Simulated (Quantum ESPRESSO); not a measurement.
## Aluminum (Fm-3m): from the cell to the phonon bands

How does Aluminum (Fm-3m) vibrate, and is this structure a minimum?

Calculated with Quantum ESPRESSO 7.5; DFT LDA, scalar-relativistic, plane waves, PseudoDojo norm-conserving pseudopotentials.

## 1. Starting point

Symmetry: Fm-3m, No. 225, cubic system. The conventional cell has a = 4.050 Å, b = 4.050 Å, c = 4.050 Å, α = 90.00°, β = 90.00°, γ = 90.00°. Al has 12 Al at 2.86 Å nearest.

Coordinates:

```cif
data_structure
_symmetry_space_group_name_H-M 'Fm-3m'
_symmetry_Int_Tables_number 225
_cell_length_a 4.0496
_cell_length_b 4.0496
_cell_length_c 4.0496
_cell_angle_alpha 90.000
_cell_angle_beta 90.000
_cell_angle_gamma 90.000
_cell_volume 66.41
loop_
_atom_site_label
_atom_site_type_symbol
_atom_site_symmetry_multiplicity
_atom_site_Wyckoff_symbol
_atom_site_fract_x
_atom_site_fract_y
_atom_site_fract_z
_atom_site_occupancy
Al1 Al 4 a 0.00000 0.00000 0.00000 1
```

## 2. A probe with smearing

A cheap run with smearing and empty bands tells whether the crystal has a gap, which decides between fixed occupations and smearing later on.

Contents of probe.in:

```
&CONTROL
  calculation = 'scf'
  prefix      = 'x'
  outdir      = './tmp'
  pseudo_dir  = './pseudo'
  tprnfor     = .true.
  tstress     = .true.
  verbosity   = 'high'
/
&SYSTEM
  ibrav       = 2
  celldm(1)   = 7.65265381
  nat         = 1
  ntyp        = 1
  ecutwfc     = 48.0
  occupations = 'smearing'
  smearing    = 'gaussian'
  degauss     = 0.01
/
&ELECTRONS
  conv_thr         = 1.0d-07
  mixing_beta      = 0.7
  electron_maxstep = 100
/
ATOMIC_SPECIES
 Al     26.9815  Al.upf
ATOMIC_POSITIONS crystal
 Al     0.000000000   0.000000000   0.000000000
K_POINTS automatic
 8 8 8 0 0 0
```

On the command line:

```
$ OMP_NUM_THREADS=1 mpirun -n 4 pw.x -nk 4 -in probe.in > probe.out
```

Log:

```text
[banners, grids, parts of the stress and lines that vanish by symmetry left out]
Program PWSCF v.7.5
     bravais-lattice index     =            2
     lattice parameter (alat)  =       7.6527  a.u.
[...]
kinetic-energy cutoff     =      48.0000  Ry
     charge density cutoff     =     192.0000  Ry
     scf convergence threshold =      1.0E-07
[...]
Exchange-correlation= SLA  PW   NOGX NOGC
                           (   1   4   0   0   0   0   0)
[...]
48 Sym. Ops., with inversion, found
[...]
(     0          1          0      )
                  (     0          0          1      )
[...]
(  0.0000000  1.0000000  0.0000000 )
                  (  0.0000000  0.0000000  1.0000000 )
[...]
(     1          0         -1      )
                  (     0          0         -1      )
[...]
(  1.0000000  0.0000000  0.0000000 )
                  (  0.0000000 -1.0000000  0.0000000 )
[...]
(     0          1         -1      )
                  (     0          1          0      )
[...]
( -1.0000000  0.0000000  0.0000000 )
                  (  0.0000000  1.0000000  0.0000000 )
[...]
number of k points=    29  Gaussian smearing, width (Ry)=  0.0100
[...]
End of self-consistent calculation
[...]
the Fermi energy is     7.6854 ev
!    total energy              =      -4.72527997 Ry
[...]
convergence has been achieved in   4 iterations
[...]
atom    1 type  1   force =     0.00000000    0.00000000    0.00000000
[...]
Total force =     0.000000     Total SCF correction =     0.000000
[...]
total   stress  (Ry/bohr**3)                   (kbar)     P=      -39.76
[...]
XML data file, charge density, pseudopotentials, collected wavefunctions

   JOB DONE.
```

Run time: 1 s. Hardware: 4 MPI ranks of Arm Neoverse V1, shared host.

Read from the output:

```yaml
volume_per_atom: 16.60 Å³
pressure: -3.976 GPa
gap_on_the_k_mesh: 0 eV
```

No gap opens on this mesh, so smearing is kept; the start stands at -4.0 GPa.

## 3. Relaxing the cell and atoms

The relaxation runs at a cutoff a fifth above that of the response, since stress converges more slowly with the basis than frequencies do. Forces and stress are brought to rest with tight thresholds.

Contents of relax.in:

```
&CONTROL
  calculation   = 'vc-relax'
  prefix        = 'x'
  outdir        = './tmp'
  pseudo_dir    = './pseudo'
  tprnfor       = .true.
  tstress       = .true.
  forc_conv_thr = 2.0d-05
  etot_conv_thr = 1.0d-07
  nstep         = 40
/
&SYSTEM
  ibrav       = 2
  celldm(1)   = 7.65265381
  nat         = 1
  ntyp        = 1
  ecutwfc     = 58
  occupations = 'smearing'
  smearing    = 'mv'
  degauss     = 0.02
/
&ELECTRONS
  conv_thr         = 1.0d-11
  mixing_beta      = 0.7
  electron_maxstep = 100
/
&IONS
/
&CELL
  press_conv_thr = 0.2
/
ATOMIC_SPECIES
 Al     26.9815  Al.upf
ATOMIC_POSITIONS crystal
 Al     0.000000000   0.000000000   0.000000000
K_POINTS automatic
 16 16 16 0 0 0
```

On the command line:

```
$ OMP_NUM_THREADS=1 mpirun -n 4 pw.x -nk 4 -in relax.in > relax.out
```

Log:

```text
[banners, grids, parts of the stress and lines that vanish by symmetry left out]
[banner, memory and clock lines left out]
Program PWSCF v.7.5

[...]
kinetic-energy cutoff     =      58.0000  Ry
     charge density cutoff     =     232.0000  Ry
     scf convergence threshold =      1.0E-11
[...]
energy convergence thresh.=      1.0E-07
     force convergence thresh. =      2.0E-05
     press convergence thresh. =      2.0E-01
     Exchange-correlation= SLA  PW   NOGX NOGC
                           (   1   4   0   0   0   0   0)
[...]
48 Sym. Ops., with inversion, found
[...]
number of k points=   145  Marzari-Vanderbilt smearing, width (Ry)=  0.0200
[...]
c_bands:  1 eigenvalues not converged
[...]
c_bands:  1 eigenvalues not converged
[...]
End of self-consistent calculation
[...]
the Fermi energy is     7.6819 ev
!    total energy              =      -4.72591349 Ry
[...]
convergence has been achieved in   6 iterations
[...]
atom    1 type  1   force =     0.00000000    0.00000000    0.00000000
     Total force =     0.000000     Total SCF correction =     0.000000
[...]
total   stress  (Ry/bohr**3)                   (kbar)     P=      -39.48
[...]
number of bfgs steps    =   0
[...]
CELL_PARAMETERS (alat=  7.65265381)
[...]
ATOMIC_POSITIONS (crystal)
Al               0.0000000000        0.0000000000        0.0000000000
[...]
New effective cutoffs (rho, wfc):  235.04   58.78
[...]
End of self-consistent calculation
[...]
the Fermi energy is     7.8915 ev
!    total energy              =      -4.72641169 Ry
[...]
convergence has been achieved in   4 iterations
[...]
atom    1 type  1   force =     0.00000000    0.00000000    0.00000000
     Total force =     0.000000     Total SCF correction =     0.000000
[...]
total   stress  (Ry/bohr**3)                   (kbar)     P=      -25.67
[...]
number of bfgs steps    =   1
[...]
CELL_PARAMETERS (alat=  7.65265381)
[...]
ATOMIC_POSITIONS (crystal)
Al               0.0000000000        0.0000000000        0.0000000000
[...]
New effective cutoffs (rho, wfc):  239.88   59.99
[...]
End of self-consistent calculation
[...]
the Fermi energy is     8.2134 ev
!    total energy              =      -4.72673055 Ry
[...]
convergence has been achieved in   5 iterations
[...]
atom    1 type  1   force =     0.00000000    0.00000000    0.00000000
     Total force =     0.000000     Total SCF correction =     0.000000
[...]
total   stress  (Ry/bohr**3)                   (kbar)     P=       -2.03
[...]
number of bfgs steps    =   2
[...]
CELL_PARAMETERS (alat=  7.65265381)
[...]
ATOMIC_POSITIONS (crystal)
Al               0.0000000000        0.0000000000        0.0000000000
[...]
New effective cutoffs (rho, wfc):  240.29   60.09
[...]
End of self-consistent calculation
[...]
the Fermi energy is     8.2409 ev
!    total energy              =      -4.72673233 Ry
[...]
convergence has been achieved in   4 iterations
[...]
atom    1 type  1   force =     0.00000000    0.00000000    0.00000000
     Total force =     0.000000     Total SCF correction =     0.000000
[...]
total   stress  (Ry/bohr**3)                   (kbar)     P=        0.13
[...]
number of bfgs steps    =   3
[...]
CELL_PARAMETERS (alat=  7.65265381)
[...]
ATOMIC_POSITIONS (crystal)
Al               0.0000000000        0.0000000000        0.0000000000
[...]
New effective cutoffs (rho, wfc):  240.27   60.09
[...]
End of self-consistent calculation
[...]
the Fermi energy is     8.2393 ev
!    total energy              =      -4.72673234 Ry
[...]
convergence has been achieved in   3 iterations
[...]
atom    1 type  1   force =     0.00000000    0.00000000    0.00000000
     Total force =     0.000000     Total SCF correction =     0.000000
[...]
total   stress  (Ry/bohr**3)                   (kbar)     P=       -0.00
[...]
bfgs converged in   5 scf cycles and   4 bfgs steps
[...]
End of BFGS Geometry Optimization
     Final enthalpy           =      -4.7267323406 Ry
     File ./tmp/x.bfgs deleted, as requested
[...]
CELL_PARAMETERS (alat=  7.65265381)
[...]
ATOMIC_POSITIONS (crystal)
Al               0.0000000000        0.0000000000        0.0000000000
[...]
Final scf calculation at the relaxed structure.
[...]
kinetic-energy cutoff     =      58.0000  Ry
     charge density cutoff     =     232.0000  Ry
     scf convergence threshold =      1.0E-13
[...]
press convergence thresh. =      2.0E-01
     Exchange-correlation= SLA  PW   NOGX NOGC
                           (   1   4   0   0   0   0   0)
[...]
48 Sym. Ops., with inversion, found
[...]
number of k points=   145  Marzari-Vanderbilt smearing, width (Ry)=  0.0200
[...]
c_bands:  3 eigenvalues not converged
     c_bands:  3 eigenvalues not converged
[...]
c_bands:  3 eigenvalues not converged
[...]
c_bands:  1 eigenvalues not converged
[...]
End of self-consistent calculation
[...]
the Fermi energy is     8.2393 ev
!    total energy              =      -4.72673165 Ry
[...]
convergence has been achieved in   7 iterations
[...]
atom    1 type  1   force =     0.00000000    0.00000000    0.00000000
     Total force =     0.000000     Total SCF correction =     0.000000
[...]
total   stress  (Ry/bohr**3)                   (kbar)     P=       -0.01
[...]
XML data file, charge density, pseudopotentials, collected wavefunctions
```

It took 14 s on 4 MPI ranks.

The steps of the relaxation:

```tsv
step	energy less that of the first step (eV)	largest force (eV/Å)	pressure (GPa)	volume (Å³)
1	0.0000	0.0000	-3.95	16.60
2	-0.0068	0.0000	-2.57	16.27
3	-0.0111	0.0000	-0.20	15.78
4	-0.0111	0.0000	0.01	15.74
5	-0.0111	0.0000	0.00	15.74
6	-0.0111	0.0000	0.00	15.74
```

```tsv
conventional cell, symmetrised	before	after	change
a (Å)	4.050	3.978	-1.8 %
b (Å)	4.050	3.978	-1.8 %
c (Å)	4.050	3.978	-1.8 %
volume (Å³/atom)	16.60	15.74	-5.2 %
```

Final coordinates:

```
Al
1.0
    -1.98922    0.00000    1.98922
     0.00000    1.98922    1.98922
    -1.98922    1.98922    0.00000
Al
1
Direct
  0.00000 0.00000 0.00000
```

The last row of the table of steps is pw.x's closing run on a basis chosen anew for the final cell, so its energy can jump.

Numbers from this step:

```
volume per atom : 15.74 Å³
pressure        : -0.001 GPa
```

The volume changes by -5.2 % from the cell with which this run began.

## 4. Self-consistent run for the response

Perturbation theory inherits every error of the wavefunctions, so the threshold is set near the limit of the arithmetic. Smearing stays on, as the first look found no gap above 0.3 eV.

Contents of scf.in:

```
&CONTROL
  calculation = 'scf'
  prefix      = 'x'
  outdir      = './tmp'
  pseudo_dir  = './pseudo'
  tprnfor     = .true.
  tstress     = .true.
/
&SYSTEM
  ibrav       = 2
  celldm(1)   = 7.51817905
  nat         = 1
  ntyp        = 1
  ecutwfc     = 48.0
  occupations = 'smearing'
  smearing    = 'mv'
  degauss     = 0.02
/
&ELECTRONS
  conv_thr         = 1.0d-12
  mixing_beta      = 0.7
  electron_maxstep = 100
/
ATOMIC_SPECIES
 Al     26.9815  Al.upf
ATOMIC_POSITIONS crystal
 Al     0.000000000   0.000000000   0.000000000
K_POINTS automatic
 16 16 16 0 0 0
```

On the command line:

```
$ OMP_NUM_THREADS=1 mpirun -n 4 pw.x -nk 4 -in scf.in > scf.out
```

Log:

```text
[banners, grids, parts of the stress and lines that vanish by symmetry left out]
[banner, memory and clock lines left out]
Program PWSCF v.7.5

[...]
kinetic-energy cutoff     =      48.0000  Ry
     charge density cutoff     =     192.0000  Ry
     scf convergence threshold =      1.0E-12
[...]
Exchange-correlation= SLA  PW   NOGX NOGC
                           (   1   4   0   0   0   0   0)
[...]
48 Sym. Ops., with inversion, found
[...]
number of k points=   145  Marzari-Vanderbilt smearing, width (Ry)=  0.0200
[...]
c_bands:  1 eigenvalues not converged
[...]
c_bands:  1 eigenvalues not converged
[...]
End of self-consistent calculation
[...]
the Fermi energy is     8.2394 ev
!    total energy              =      -4.72671404 Ry
[...]
convergence has been achieved in   7 iterations
[...]
atom    1 type  1   force =     0.00000000    0.00000000    0.00000000
     Total force =     0.000000     Total SCF correction =     0.000000
[...]
total   stress  (Ry/bohr**3)                   (kbar)     P=       -0.05
[...]
XML data file, charge density, pseudopotentials, collected wavefunctions
```

Run time: 2.8 s. Hardware: 4 MPI ranks.

Numbers from this step:

```
pressure : -0.005 GPa
```

The cell stands at -0.005 GPa, close enough for phonons.

(Continued in part 2 of 3.)

[Host names and launcher messages were left out of these logs when they were recorded.]

[Logs are printed without paths, hosts, clocks, repeated set-up lines and the standing remarks that a program may print on its own settings, such as how far it seeks lower states.]

[Hosts, paths, dates, database ids (printed as entryN), source tags and the programs' standing remarks are cut or masked in the printed files.]
